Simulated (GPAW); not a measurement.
# linear Ni chain, spacing 2.282 A: parallel, opposed and spinless runs

Aim: find out whether linear Ni chain, spacing 2.282 A carries moments, and which collinear order costs least.

Program: GPAW 26.7.0. Level of theory: LDA; plane waves with GPAW's PAW setups, scalar-relativistic. Results are calculated unless marked as measured.

Most raw output is cut from this account.

## (1) Set-up

The cell holds 1 atom: 1 Ni. Its edges and angles: a = 12.000 Å, b = 12.000 Å, c = 2.282 Å, α = 90.0°, β = 90.0°, γ = 90.0°. model lattice. Vacuum lies along a and b. The structure's axis is c.

## (2) Start 1: ferro +

Parallel moments need no larger cell; this start tests for a ferromagnetic state only.

The input, order1.py:

```python
import json
import numpy as np
from ase import Atoms
from ase.parallel import paropen, parprint
from gpaw import GPAW

atoms = Atoms(['Ni'],
    cell=[[12.0, 0.0, 0.0],
         [0.0, 12.0, 0.0],
         [0.0, 0.0, 2.282]],
    scaled_positions=[[0.5, 0.5, 0.0]],
    pbc=True,
    magmoms=[1.0])
atoms.calc = GPAW(mode={'name': 'pw', 'ecut': 550},
    xc='LDA',
    kpts={'size': (1, 1, 12), 'gamma': True},
    occupations={'name': 'fermi-dirac', 'width': 0.005},
    convergence={'density': 1e-05, 'energy': 1e-05},
    maxiter=200,
    mixer={'name': 'pulay', 'beta': 0.05, 'nmaxold': 8, 'weight': 100},
    symmetry={'tolerance': 1e-4},
    txt='order1.txt')
e = atoms.get_potential_energy(force_consistent=True)
res = {'free_energy': e, 'energy_sigma0': atoms.get_potential_energy(), 'fermi_energy': atoms.calc.get_fermi_level()}
res['moments'] = atoms.get_magnetic_moments().tolist()
res['total'] = atoms.get_magnetic_moment()
parprint('site moments (muB):', np.round(res['moments'], 3))
parprint(f"total moment: {res['total']:.3f} muB")
parprint(f'free energy: {e:.6f} eV')
atoms.calc.write('order1.gpw')
with paropen('results.json', 'w') as f:
    json.dump(res, f)
```

Run with:

```bash
OMP_NUM_THREADS=1 python3 order1.py > order1.log
```

The job ended after 66 s (1 MPI rank of Intel Xeon Platinum 8375C at 2.90GHz (Ice Lake), shared host; peak memory 0.26 GiB).

Numbers from this step:

- magnetization: 1.167 μB
- final state: ferromagnetic
- largest moment: 1.170 μB

After 32 cycles the largest moment stands at 1.17 μB.

## (3) Start 2: antiferro q=(0,0,1/2) +-

Reversing part of the moments tests the sign of the couplings between them.

This order needs a doubled cell of 2 atoms. Its mesh is chosen so that both cells sample the same points.

order2.py is the script of step 2 with these lines changed:

```diff
@@ -6,12 +6,13 @@
 
-atoms = Atoms(['Ni'],
+atoms = Atoms(['Ni', 'Ni'],
     cell=[[12.0, 0.0, 0.0],
          [0.0, 12.0, 0.0],
-         [0.0, 0.0, 2.282]],
-    scaled_positions=[[0.5, 0.5, 0.0]],
+         [0.0, 0.0, 4.564]],
+    scaled_positions=[[0.5, 0.5, 0.0],
+         [0.5, 0.5, 0.5]],
     pbc=True,
-    magmoms=[1.0])
+    magmoms=[1.0, -1.0])
 atoms.calc = GPAW(mode={'name': 'pw', 'ecut': 550},
     xc='LDA',
-    kpts={'size': (1, 1, 12), 'gamma': True},
+    kpts={'size': (1, 1, 6), 'gamma': True},
     occupations={'name': 'fermi-dirac', 'width': 0.005},
@@ -21,3 +22,3 @@
     symmetry={'tolerance': 1e-4},
-    txt='order1.txt')
+    txt='order2.txt')
 e = atoms.get_potential_energy(force_consistent=True)
@@ -29,3 +30,3 @@
 parprint(f'free energy: {e:.6f} eV')
-atoms.calc.write('order1.gpw')
+atoms.calc.write('order2.gpw')
 with paropen('results.json', 'w') as f:
```

Run with:

```bash
OMP_NUM_THREADS=1 python3 order2.py > order2.log
```

Run time: 12 min. Hardware: 1 MPI rank; peak memory 0.42 GiB.

The run was cut off at its time limit.

It was cut off while still iterating. More time helps where the residual falls; where it has stalled, the mixing must change.

## (4) Start 3: no spin polarisation

This run holds no moments, which gives a state to set the others against.

The input, nospin.py:

```python
import json
import numpy as np
from ase import Atoms
from ase.parallel import paropen, parprint
from gpaw import GPAW

atoms = Atoms(['Ni'],
    cell=[[12.0, 0.0, 0.0],
         [0.0, 12.0, 0.0],
         [0.0, 0.0, 2.282]],
    scaled_positions=[[0.5, 0.5, 0.0]],
    pbc=True)
atoms.calc = GPAW(mode={'name': 'pw', 'ecut': 550},
    xc='LDA',
    kpts={'size': (1, 1, 12), 'gamma': True},
    occupations={'name': 'fermi-dirac', 'width': 0.005},
    convergence={'density': 1e-05, 'energy': 1e-05},
    maxiter=200,
    mixer={'name': 'pulay', 'beta': 0.05, 'nmaxold': 8, 'weight': 100},
    symmetry={'tolerance': 1e-4},
    txt='nospin.txt')
e = atoms.get_potential_energy(force_consistent=True)
res = {'free_energy': e, 'energy_sigma0': atoms.get_potential_energy(), 'fermi_energy': atoms.calc.get_fermi_level()}
parprint(f'free energy: {e:.6f} eV')
atoms.calc.write('nospin.gpw')
with paropen('results.json', 'w') as f:
    json.dump(res, f)
```

Run with:

```bash
OMP_NUM_THREADS=1 python3 nospin.py > nospin.log
```

Run time: 94 s. Hardware: 1 MPI rank; peak memory 0.22 GiB.

Numbers from this step:

| Quantity | Value |
| --- | --- |
| final state | non-magnetic (no spin polarisation) |

It lies 249 meV a seeded atom over the first start.

## (5) A faulty input

An input with a fault is tried, to see how the program answers.

The input, run.py:

```python
import json
import numpy as np
from ase import Atoms
from ase.parallel import paropen, parprint
from gpaw import GPAW

atoms = Atoms(['Ni'],
    cell=[[12.0, 0.0, 0.0],
         [0.0, 12.0, 0.0],
         [0.0, 0.0, 2.282]],
    scaled_positions=[[0.5, 0.5, 0.0]],
    pbc=True,
    magmoms=[1.0])
atoms.calc = GPAW(mode={'name': 'pw', 'ecut': 550},
    xc='PBE96',
    kpts={'size': (1, 1, 12), 'gamma': True},
    occupations={'name': 'fermi-dirac', 'width': 0.005},
    convergence={'density': 1e-05, 'energy': 1e-05},
    maxiter=50,
    mixer={'name': 'pulay', 'beta': 0.05, 'nmaxold': 8, 'weight': 100},
    symmetry={'tolerance': 1e-4},
    txt='run.txt')
e = atoms.get_potential_energy(force_consistent=True)
res = {'free_energy': e, 'energy_sigma0': atoms.get_potential_energy(), 'fermi_energy': atoms.calc.get_fermi_level()}
res['moments'] = atoms.get_magnetic_moments().tolist()
res['total'] = atoms.get_magnetic_moment()
parprint('site moments (muB):', np.round(res['moments'], 3))
parprint(f"total moment: {res['total']:.3f} muB")
parprint(f'free energy: {e:.6f} eV')
atoms.calc.write('run.gpw')
with paropen('results.json', 'w') as f:
    json.dump(res, f)
```

Run with:

```bash
OMP_NUM_THREADS=1 python3 run.py > run.log
```

Run time: 1.8 s. Hardware: 1 MPI rank; peak memory 0.1 GiB.

The input was rejected at the start.

The program's message: “NameError: Unknown functional: PBE96.”

The fault put into the input: an unknown functional.

The functional must be one that the program lists.

## (6) Energies of the orders

These are free energies at a smearing of 0.005 eV, so its entropy term is in the differences. They are divided by the number of seeded atoms, so that cells of unlike size compare. Wavevectors q in the names are fractions of the reciprocal vectors of the first run's cell.

Orders:

```
               start    final state  typed order kept  energy over the lowest (meV a seeded atom)  largest site moment (μB)  net moment (μB a primitive cell)  mesh matched  CPU time (s)
             ferro +  ferromagnetic               yes                                           0                      1.17                             1.167           yes         65.49
no spin polarisation   non-magnetic                 -                                       248.7                         0                                 0           yes         94.22
```

## (7) Summary of results

```yaml
lower_run: with moments
largest_site_moment: 1.17 μB
next_state: non-magnetic, 249 meV a seeded atom higher
energy_gained_by_spin_polarisation: 249 meV a seeded atom
```

In words: No opposed order could be compared. The parallel start holds moments up to 1.17 μB. 1 start gave no converged result and is missing from the ranking; a lower order may hide there. No antiferromagnetic order was obtained, so the session says nothing on how the moments order.

[Logs and program files are shortened in this print: banners, set-up blocks, solver, clock and traceback lines can be left out without a mark of their own.]

[Logs are printed without paths, hosts, clocks, repeated set-up lines and the standing remarks that a program may print on its own settings, such as how far it seeks lower states.]

[Hosts, paths, dates, database ids (printed as entryN), source tags and the programs' standing remarks are cut or masked in the printed files.]

[Where a cell is said to come from a database of computed structures, the database is the Materials Project.]
